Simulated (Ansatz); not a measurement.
# AlSn3B4, from a guessed structure to a relaxed one

This structure for AlSn3B4 is made up. Its elements were placed in a known structure type with a cell scaled to their sizes. What cell does the guess relax to, and how far off was it?

Program: Ansatz 0.2.0. Level of theory: DFT, r2SCAN, plane-wave PAW, files of the set soft_1, scalar-relativistic, no spin, cell and ions relaxed at zero pressure; PAW set soft_1, in the first sound run; inputs show where later runs differ. Results are calculated unless marked as measured.

## Step 1: Starting point

The structure is cubic, space group P-43m (No. 215). The conventional cell has a = 4.613 Å, b = 4.613 Å, c = 4.613 Å, α = 90.00°, β = 90.00°, γ = 90.00°. Nearest to Sn lie 4 B at 2.01 Å. Nearest to Al lie 4 B at 1.95 Å. B has 1 Al at 1.95 Å and 3 Sn at 2.01 Å nearest. Farther neighbours are not listed.

## Step 2: Relaxing cell and atoms

The guess takes its coordinates from another compound and its volume from a rule, so the cell and any free coordinates are relaxed together.

input.yaml

```yaml
crystal:
  lattice:
    - [4.613, 0.0, 0.0]
    - [0.0, 4.613, 0.0]
    - [0.0, 0.0, 4.613]
  atoms:
    - { symbol: Sn, position: [0.0, 0.5, 0.5] }
    - { symbol: Sn, position: [0.5, 0.0, 0.5] }
    - { symbol: Sn, position: [0.5, 0.5, 0.0] }
    - { symbol: Al, position: [0.0, 0.0, 0.0] }
    - { symbol: B, position: [0.2441, 0.2441, 0.2441] }
    - { symbol: B, position: [0.2441, 0.7559, 0.7559] }
    - { symbol: B, position: [0.7559, 0.2441, 0.7559] }
    - { symbol: B, position: [0.7559, 0.7559, 0.2441] }
kpoints:
  mp_grid: { grid: [6, 6, 6] }
scf:
  occupations: { method: fermi_dirac, width: 0.05 }
hamiltonian:
  xc: r2scan
  pseudopotentials: { kind: paw, azcp: { folder: soft_1 } }
relax:
  f_tol: 0.015
  max_steps: 70
  cell: {}
output:
  forces: true
  stress: true
```

The run is started by

```bash
ansatz run input.yaml --threads 4 --pin off --max-ram 10240MiB --backend cpu --events-out ev --progress --plain --runs-dir out
```

Numbers of over 12 decimals in the logs are rounded to 6 here.

What it wrote:

```text
Engine: ansatz 0.2.0, aarch64-unknown-linux-gnu
Pseudopotentials: kind: paw
Pseudopotential: Sn, paw, valence charge 14, recommended cutoff 500 eV (meta_gga), soft_1/Sn.paw.azcp
Pseudopotential: Al, paw, valence charge 3, recommended cutoff 500 eV (meta_gga), soft_1/Al.paw.azcp
Pseudopotential: B, paw, valence charge 3, recommended cutoff 500 eV (meta_gga), soft_1/B.paw.azcp
Functional definition: r2SCAN
  parameter k0 = 0.174
  parameter k1 = 0.065
  parameter a1 = 4.9479
  exchange = r2scan_x(k0 = k0, k1 = k1, a1 = a1)
  correlation = r2scan_c
Crystal: 8 atoms, lattice volume = 98.164 Å³
Basis set: ecut = 500 eV, 2517 PW (Γ), exchange–correlation on 144×144×144 points (64 copies of the dense FFT grid, shifted against one another)
Bands: 37, of which v1, the nominal top of the filled ones, is band 29 counted from 1 (28 counted from 0)
Symmetry: 24 space group operations
Space group: P-43m (ITA 215), of the structure as read, at distance tolerance 4.6e-5 Å
k-points: 20 of 216 (time reversal used)
Non-local potential: Sn, projectors of the file, l = 0: 2, l = 1: 2, l = 2: 2, l = 3: 1
Non-local potential: Al, projectors of the file, l = 0: 2, l = 1: 2, l = 2: 1
Non-local potential: B, projectors of the file, l = 0: 2, l = 1: 2, l = 2: 1
PAW form: soft (Blöchl's): semilocal exchange-correlation on the pseudo side does not see the compensation charge
PAW frozen core: Sn, regenerated for the run's functional (the file was generated under x = pbe(κ = 0.804, μ = 0.219515), c = pbe(β = 0.066725))
PAW frozen core: Al, regenerated for the run's functional (the file was generated under x = pbe(κ = 0.804, μ = 0.219515), c = pbe(β = 0.066725))
PAW frozen core: B, regenerated for the run's functional (the file was generated under x = pbe(κ = 0.804, μ = 0.219515), c = pbe(β = 0.066725))
PAW one-centre angular grid: Sn, 590 points (default); XC on 160 Gauss nodes
PAW one-centre angular grid: Al, 302 points (default); XC on 160 Gauss nodes
PAW one-centre angular grid: B, 302 points (default); XC on 223 of its mesh's 2233 points in the sphere
Initial density: superposition of atomic densities (chi_scale 0.1, normalization cell, long waves kept (reshape's long-wave potential 0.00 eV rms))
Initial wavefunctions: pseudopotential atomic-orbital guess
Functional: x = r2scan, c = r2scan; τ floored in thin density (d = 2e-4 eV/Å³)
SCF iter   1: F=—  HF=-19272.060337 eV  |F-HF|=—  |Δ(HF+E_count)|=         —  Δρ=8.95e-2  dr2=1.19e1  dr2_τ=1.18e0  ethr=3.10e-3  ⟨swp⟩=8.3  Hψ=3699  notcnv=0  defer=8
preconditioner: auto → Kerker (q_TF=auto, 2.492 Å⁻¹)  [metal: Δε(μ)=0.026 eV  Ē_g=18.175 eV  σ=0.050 eV  W_gap=0.13  n_scr=26 (ndim 8)  ℏωp=28.3 eV  f_vac=0.000  D(μ)=2.70/eV (n_scr^D=18)]
SCF iter   2: F=—  HF=-19269.801733 eV  |F-HF|=—  |Δ(HF+E_count)|=    2.26e0  Δρ=5.05e-2  dr2=3.80e0  dr2_τ=1.99e-2  ethr=3.10e-3  ⟨swp⟩=3.0  Hψ=1402  notcnv=0  defer=43
SCF iter   3: F=—  HF=-19269.031491 eV  |F-HF|=—  |Δ(HF+E_count)|=   7.70e-1  Δρ=7.66e-3  dr2=5.67e-2  dr2_τ=1.37e-3  ethr=3.10e-3  ⟨swp⟩=3.2  Hψ=1226  notcnv=0  defer=43
SCF iter   4: F=—  HF=-19269.060522 eV  |F-HF|=—  |Δ(HF+E_count)|=   2.90e-2  Δρ=3.18e-3  dr2=9.83e-3  dr2_τ=1.03e-4  ethr=9.95e-5  ⟨swp⟩=3.5  Hψ=1613  notcnv=0  defer=43
SCF iter   5: F=—  HF=-19269.064415 eV  |F-HF|=—  |Δ(HF+E_count)|=   3.89e-3  Δρ=5.12e-4  dr2=3.16e-4  dr2_τ=1.29e-5  ethr=1.72e-5  ⟨swp⟩=2.5  Hψ=1221  notcnv=0  defer=43
SCF iter   6: F=—  HF=-19269.064512 eV  |F-HF|=—  |Δ(HF+E_count)|=   9.74e-5  Δρ=1.27e-4  dr2=2.19e-5  dr2_τ=9.17e-7  ethr=5.54e-7  ⟨swp⟩=2.4  Hψ=1081  notcnv=0  defer=43
SCF iter   7: F=—  HF=-19269.064507 eV  |F-HF|=—  |Δ(HF+E_count)|=   4.86e-6  Δρ=3.23e-5  dr2=1.36e-6  dr2_τ=2.58e-8  ethr=3.85e-8  ⟨swp⟩=2.9  Hψ=1329  notcnv=0  defer=43
SCF iter   8: F=—  HF=-19269.064508 eV  |F-HF|=—  |Δ(HF+E_count)|=   3.09e-7  Δρ=7.49e-6  dr2=1.01e-7  dr2_τ=7.90e-10  ethr=1.75e-10  ⟨swp⟩=5.7  Hψ=2668  notcnv=0
SCF iter   9: F=-19269.064508 eV  HF=-19269.064508 eV  |F-HF|=1.13e-9  |Δ(HF+E_count)|=   5.48e-9  Δρ=2.14e-6  dr2=5.53e-9  dr2_τ=1.33e-10  ethr=1.75e-10  ⟨swp⟩=4.6  Hψ=2242  notcnv=0
SCF 1 converged in 9 iterations: F = -19269.064508 eV  dr2 = 5.53e-9
  greatest PAW one-centre occupation: 0.990 electrons in one spin orbital (limit 2), on the Sn atom at site 2 (counted from 0), in its partial waves of l = 2
relax step   1: F+E_penalty+E_count = -19269.06450773 eV  Δ(F+E_penalty+E_count) = +0.000e0 eV  max|allowed force component| = 5.782e-1 eV/Å  Δτ_max = 0.0000 Å  P = +70.583 GPa  Ω = 98.164 Å³  (9 SCF iters, dr2 threshold 1.00e-7 eV, accepted)
Crystal: 8 atoms, lattice volume = 113.231 Å³
Basis set: ecut = 500 eV, 2897 PW (Γ), exchange–correlation on 144×144×144 points (64 copies of the dense FFT grid, shifted against one another)
Initial density: handed on by an earlier stage of this run
Initial wavefunctions: those handed on with the density
iter 1 solved again at ethr=1.06e-3 eV; its pass at ethr=3.10e-3 eV (dr2=6.04e-1 eV) is discarded
SCF iter   1: F=—  HF=-19273.254503 eV  |F-HF|=—  |Δ(HF+E_count)|=         —  Δρ=1.84e-2  dr2=6.16e-1  dr2_τ=2.75e-1  ethr=1.06e-3  ⟨swp⟩=1.8  Hψ=4683  notcnv=0
preconditioner: auto → Kerker (q_TF=auto, 2.433 Å⁻¹)  [metal: Δε(μ)=0.037 eV  Ē_g=18.499 eV  σ=0.050 eV  W_gap=0.18  n_scr=26 (ndim 8)  ℏωp=26.3 eV  f_vac=0.000  D(μ)=3.21/eV (n_scr^D=26)]
SCF iter   2: F=—  HF=-19273.853638 eV  |F-HF|=—  |Δ(HF+E_count)|=   5.99e-1  Δρ=1.30e-2  dr2=3.16e-1  dr2_τ=6.47e-4  ethr=1.06e-3  ⟨swp⟩=3.5  Hψ=1226  notcnv=0
SCF iter   3: F=—  HF=-19273.767977 eV  |F-HF|=—  |Δ(HF+E_count)|=   8.57e-2  Δρ=3.90e-3  dr2=1.98e-2  dr2_τ=1.80e-3  ethr=5.54e-4  ⟨swp⟩=3.8  Hψ=1357  notcnv=0  defer=1
SCF iter   4: F=—  HF=-19273.764805 eV  |F-HF|=—  |Δ(HF+E_count)|=   3.17e-3  Δρ=1.40e-3  dr2=2.08e-3  dr2_τ=2.85e-5  ethr=3.47e-5  ⟨swp⟩=2.0  Hψ=1135  notcnv=0  defer=5
SCF iter   5: F=—  HF=-19273.765195 eV  |F-HF|=—  |Δ(HF+E_count)|=   3.90e-4  Δρ=1.78e-4  dr2=5.18e-5  dr2_τ=3.10e-6  ethr=3.65e-6  ⟨swp⟩=2.0  Hψ=985  notcnv=0  defer=5
SCF iter   6: F=—  HF=-19273.765199 eV  |F-HF|=—  |Δ(HF+E_count)|=   3.92e-6  Δρ=5.16e-5  dr2=4.25e-6  dr2_τ=4.69e-8  ethr=9.08e-8  ⟨swp⟩=2.6  Hψ=1247  notcnv=0  defer=5
SCF iter   7: F=-19273.765197 eV  HF=-19273.765198 eV  |F-HF|=3.20e-7  |Δ(HF+E_count)|=   9.59e-7  Δρ=1.97e-5  dr2=6.09e-7  dr2_τ=1.40e-8  ethr=1.40e-9  ⟨swp⟩=5.0  Hψ=2771  notcnv=0
SCF 2 converged in 7 iterations: F = -19273.765197 eV  dr2 = 6.09e-7
  greatest PAW one-centre occupation: 0.990 electrons in one spin orbital (limit 2), on the Sn atom at site 1 (counted from 0), in its partial waves of l = 2
[...]
SCF iter   3: F=—  HF=-19275.816185 eV  |F-HF|=—  |Δ(HF+E_count)|=   7.25e-2  Δρ=3.36e-3  dr2=1.67e-2  dr2_τ=1.73e-3  ethr=4.95e-4  ⟨swp⟩=3.2  Hψ=1339  notcnv=0
SCF iter   4: F=—  HF=-19275.814674 eV  |F-HF|=—  |Δ(HF+E_count)|=   1.51e-3  Δρ=1.24e-3  dr2=1.92e-3  dr2_τ=1.84e-5  ethr=2.92e-5  ⟨swp⟩=2.1  Hψ=1056  notcnv=0
SCF iter   5: F=—  HF=-19275.815283 eV  |F-HF|=—  |Δ(HF+E_count)|=   6.08e-4  Δρ=1.62e-4  dr2=6.33e-5  dr2_τ=1.81e-6  ethr=3.37e-6  ⟨swp⟩=2.0  Hψ=962  notcnv=0
SCF iter   6: F=—  HF=-19275.815293 eV  |F-HF|=—  |Δ(HF+E_count)|=   1.03e-5  Δρ=4.61e-5  dr2=4.19e-6  dr2_τ=6.42e-8  ethr=1.11e-7  ⟨swp⟩=2.5  Hψ=1165  notcnv=0
SCF iter   7: F=—  HF=-19275.815293 eV  |F-HF|=—  |Δ(HF+E_count)|=   4.00e-7  Δρ=2.33e-5  dr2=1.32e-6  dr2_τ=2.02e-8  ethr=1.40e-9  ⟨swp⟩=5.0  Hψ=2781  notcnv=0
SCF iter   8: F=-19275.815292 eV  HF=-19275.815292 eV  |F-HF|=1.22e-8  |Δ(HF+E_count)|=   2.66e-7  Δρ=5.12e-6  dr2=7.54e-8  dr2_τ=1.54e-9  ethr=1.40e-9  ⟨swp⟩=4.9  Hψ=2376  notcnv=0
SCF 3 converged in 8 iterations: F = -19275.815292 eV  dr2 = 7.54e-8
  greatest PAW one-centre occupation: 0.990 electrons in one spin orbital (limit 2), on the Sn atom at site 0 (counted from 0), in its partial waves of l = 2
relax step   3: F+E_penalty+E_count = -19275.81529225 eV  Δ(F+E_penalty+E_count) = -2.050e0 eV  max|allowed force component| = 7.318e-2 eV/Å  Δτ_max = 0.0023 Å  P = +9.459 GPa  Ω = 129.947 Å³  energy of the carried Pulay correction = -2.873e-3 eV  (8 SCF iters, dr2 threshold 8.00e-7 eV, accepted)
[...]
relax step   4: F+E_penalty+E_count = -19276.12196544 eV  Δ(F+E_penalty+E_count) = -3.067e-1 eV  max|allowed force component| = 6.191e-2 eV/Å  Δτ_max = 0.0080 Å  P = +2.297 GPa  Ω = 138.477 Å³  energy of the carried Pulay correction = -3.515e-3 eV  (7 SCF iters, dr2 threshold 8.00e-7 eV, accepted)
[...]
relax step   5: F+E_penalty+E_count = -19276.14911881 eV  Δ(F+E_penalty+E_count) = -2.715e-2 eV  max|allowed force component| = 2.511e-2 eV/Å  Δτ_max = 0.0217 Å  P = -0.186 GPa  Ω = 142.344 Å³  energy of the carried Pulay correction = -3.791e-3 eV  (7 SCF iters, dr2 threshold 8.00e-7 eV, accepted)
[...]
relax step   6: F+E_penalty+E_count = -19276.14994169 eV  Δ(F+E_penalty+E_count) = -8.229e-4 eV  max|allowed force component| = 2.638e-4 eV/Å  Δτ_max = 0.0060 Å  P = -0.009 GPa  Ω = 142.002 Å³  energy of the carried Pulay correction = -3.767e-3 eV  (7 SCF iters, dr2 threshold 8.68e-8 eV, accepted)
[...]
relax step   7: F+E_penalty+E_count = -19276.16013027 eV  Δ(F+E_penalty+E_count) = -1.019e-2 eV  max|allowed force component| = 1.854e-4 eV/Å  Δτ_max = 0.0000 Å  P = +0.069 GPa  Ω = 142.002 Å³  stress off target by 6.86e-2 GPa  SCF on the basis re-selected at this cell (its energy is not comparable with the rows above)  (6 SCF iters)
[...]
relax step   8: F+E_penalty+E_count = -19276.16014985 eV  Δ(F+E_penalty+E_count) = -1.958e-5 eV  max|allowed force component| = 1.508e-5 eV/Å  Δτ_max = 0.0002 Å  P = +0.001 GPa  Ω = 142.110 Å³  energy of the carried Pulay correction = -4.008e-6 eV  (5 SCF iters, dr2 threshold 1.17e-8 eV, accepted)
iter 1 solved again at ethr=8.21e-7 eV; its pass at ethr=3.10e-3 eV (dr2=4.68e-4 eV) is discarded
SCF iter   1: F=—  HF=-19276.160146 eV  |F-HF|=—  |Δ(HF+E_count)|=         —  Δρ=1.85e-5  dr2=2.68e-8  dr2_τ=1.77e-9  ethr=8.21e-7  ⟨swp⟩=3.0  Hψ=5195  notcnv=0
eigensolver tolerance schedule: the retry pair's looser diagonalisation over-reported the residual by 17426.51 of it (diagonalisation noise at an unbounded share of the residual, at the tolerance the schedule requests for it); recorded, not acted on — ethr = c·dr2/N_el stays at c = 1.0e-1
preconditioner: auto → Kerker (q_TF=auto, 2.343 Å⁻¹)  [metal: Δε(μ)=0.017 eV  Ē_g=17.307 eV  σ=0.050 eV  W_gap=0.09  n_scr=26 (ndim 8)  ℏωp=23.5 eV  f_vac=0.000  D(μ)=3.63/eV (n_scr^D=26)]
SCF iter   2: F=—  HF=-19276.160152 eV  |F-HF|=—  |Δ(HF+E_count)|=   6.36e-6  Δρ=9.26e-6  dr2=5.62e-9  dr2_τ=2.08e-8  ethr=4.71e-11  ⟨swp⟩=4.0  Hψ=1985  notcnv=0
SCF iter   3: F=—  HF=-19276.160153 eV  |F-HF|=—  |Δ(HF+E_count)|=   8.55e-7  Δρ=5.47e-6  dr2=2.54e-9  dr2_τ=6.90e-9  ethr=9.85e-12  ⟨swp⟩=2.0  Hψ=1002  notcnv=0
SCF iter   4: F=—  HF=-19276.160154 eV  |F-HF|=—  |Δ(HF+E_count)|=   4.58e-7  Δρ=4.25e-7  dr2=3.00e-10  dr2_τ=2.69e-11  ethr=4.45e-12  ⟨swp⟩=2.1  Hψ=1143  notcnv=0
SCF iter   5: F=-19276.160154 eV  HF=-19276.160154 eV  |F-HF|=1.38e-10  |Δ(HF+E_count)|=  9.60e-10  Δρ=1.53e-7  dr2=3.67e-11  dr2_τ=2.45e-12  ethr=1.00e-12  ⟨swp⟩=5.0  Hψ=2696  notcnv=0
SCF 9 converged in 5 iterations: F = -19276.160154 eV  dr2 = 3.67e-11
relax step   9: F+E_penalty+E_count = -19276.16015356 eV  Δ(F+E_penalty+E_count) = -3.712e-6 eV  max|allowed force component| = 2.730e-5 eV/Å  Δτ_max = 0.0000 Å  P = +0.001 GPa  Ω = 142.110 Å³  stress off target by 8.38e-4 GPa  SCF on the basis re-selected at this cell (its energy is not comparable with the rows above)  (5 SCF iters)
basis re-selected at this cell: Δ(F+E_penalty+E_count) = -3.712e-6 eV, ΔP = -0.000 GPa vs the last step (what re-selecting the basis moved, of the pressure what is left beyond the Pulay correction that the steps carried, after the strain that the cell walked since its last selection, with what the two solves' SCF thresholds leave and, on support functions, any second-order correction that the steps lacked; it is no m [...]
SCF converged after 5 iterations
Free energy (F): -19276.160154 eV
Harris-Foulkes:  -19276.160154 eV  (|F-HF|=1.38e-10)
Internal energy: -19276.130141 eV  (E = F + TS)
E sigma→0 (E₀):  -19276.145147 eV
Entropy (-TS):   -0.030013 eV (-3.752 meV/atom)
Fermi energy:    7.609512 eV
--- Per-component energies (eV) ---
  E_band       = -318.757411
  E_kinetic    = 701.386235
  E_local      = -3841.146976  (includes V_loc(G=0)·N_el)
  E_nonlocal   = 481.325463
  E_hartree    = 1887.327677
  E_xc         = -499.601728
  E_vxc        = -439.752147  (∫ρ·V_xc dr)
  E_paw        = -13980.683769  (= ΣΔE_a)
  E_vpaw       = -1019.924109  (= ΣTr[D̂ρ^β])
  E_aug_tail   = 0.000290  (compensation charges beyond the density's cutoff)
  E_vtau       = 24.698401  (kinetic-family band-sum trace: ∫τ·v_τ [+ j·A + Jᵃ·Aᵃ] dr)
  E_ewald      = -4026.809419
  E_core_change = 2.072087  (= ΣΔE_core)
  E_smearing   = -0.030013  (= −TS)
  E_closure    = 0.000000  (closes the sum)
  Σ components = -19276.160154   (vs F -19276.160154, Δ=0.00e0)
--- Forces (eV/Å), atoms counted from 1 ---
  atom   1  Sn    -0.00000000     0.00000000    -0.00000000
  atom   2  Sn    -0.00000000    -0.00000000     0.00000000
  atom   3  Sn    -0.00000000     0.00000000     0.00000000
  atom   4  Al     0.00000000    -0.00000000    -0.00000000
  atom   5  B     -0.00002730    -0.00002730    -0.00002730
  atom   6  B     -0.00002730     0.00002730     0.00002730
  atom   7  B      0.00002730    -0.00002730     0.00002730
  atom   8  B      0.00002730     0.00002730    -0.00002730
  max |Σ_I F_I| component: 7.40e-17 eV/Å
--- Stress (GPa, compression-positive) ---
        0.000838      -0.000000      -0.000000
       -0.000000       0.000838      -0.000000
       -0.000000       0.000000       0.000838
  P = ⅓ Tr σ = 0.0008 GPa (0.008 kbar)
--- Relaxed structure (7 steps of the walk, 7 accepted, 2 SCFs on fresh bases) ---
  F+E_penalty+E_count = -19276.16015356 eV   max|allowed force component| = 2.730e-5 eV/Å   (the final SCF, on the basis selected at the relaxed cell)
  cell:  # Å, volume = 142.1104 Å³
    - [5.218455, 0, 0]
    - [0, 5.218455, 0]
    - [0, 0, 5.218455]
  atoms:
    - { symbol: Sn, position: [0, 0.5, 0.5] }
    - { symbol: Sn, position: [0.5, 0, 0.5] }
    - { symbol: Sn, position: [0.5, 0.5, 0] }
    - { symbol: Al, position: [0, 0, 0] }
    - { symbol: B, position: [0.243870, 0.243870, 0.243870] }
    - { symbol: B, position: [0.243870, 0.756130, 0.756130] }
    - { symbol: B, position: [0.756130, 0.243870, 0.756130] }
    - { symbol: B, position: [0.756130, 0.756130, 0.243870] }
```

Elapsed: 41 s, on 4 threads of Arm Neoverse V2, shared host; peak memory 0.66 GiB; 2.4 min of CPU time.

Step by step:

| step | energy less that of the first step (eV) | largest force component (eV/Å) | pressure (GPa) | volume (Å³) |
| --- | --- | --- | --- | --- |
| 1 | 0.0000 | 0.5782 | 70.58 | 98.16 |
| 2 | -4.7007 | 0.0691 | 32.24 | 113.23 |
| 3 | -6.7508 | 0.0732 | 9.46 | 129.95 |
| 4 | -7.0575 | 0.0619 | 2.30 | 138.48 |
| 5 | -7.0846 | 0.0251 | -0.19 | 142.34 |
| 6 | -7.0854 | 0.0003 | -0.01 | 142.00 |
| 7* | -7.0956 | 0.0002 | 0.07 | 142.00 |
| 8 | -7.0956 | 0.0000 | 0.00 | 142.11 |
| 9* | -7.0956 | 0.0000 | 0.00 | 142.11 |

Relaxation steps marked * repeat the geometry before them on a plane-wave basis chosen anew for their cell, so energy and pressure can jump there.

The run keeps the 24 symmetry operations that it works with, so distortions that break them were not tested.

| cell as run | before | after | change |
| --- | --- | --- | --- |
| a (Å) | 4.613 | 5.218 | +13.1 % |
| b (Å) | 4.613 | 5.218 | +13.1 % |
| c (Å) | 4.613 | 5.218 | +13.1 % |
| volume (Å³/atom) | 12.27 | 17.76 | +44.8 % |

This step gave:

```
free energy             : -19276.1602 eV
energy at zero smearing : -19276.1451 eV
smearing term TS        : 0.03001 eV
Fermi energy            : 7.610 eV
electrons               : 57
symmetry operations     : 24
pressure                : 8.38e-4 GPa
```

The shortest distance of each pair, which need not be the same contact before and after:

| pair | guess (Å) | relaxed (Å) |
| --- | --- | --- |
| Al–B | 1.950 | 2.204 |
| B–Sn | 2.014 | 2.279 |
| B–B | 3.185 | 3.600 |
| Sn–Sn | 3.262 | 3.690 |
| Al–Sn | 3.262 | 3.690 |

The relaxation ends with a largest force component of 2.7e-5 eV/Å and a pressure of 0.00 GPa.

(Continued in part 2 of 2.)

[Logs are printed without paths, hosts, clocks, repeated set-up lines and the standing remarks that a program may print on its own settings, such as how far it seeks lower states.]

[Hosts, paths, dates, database ids (printed as entryN), source tags and the programs' standing remarks are cut or masked in the printed files.]
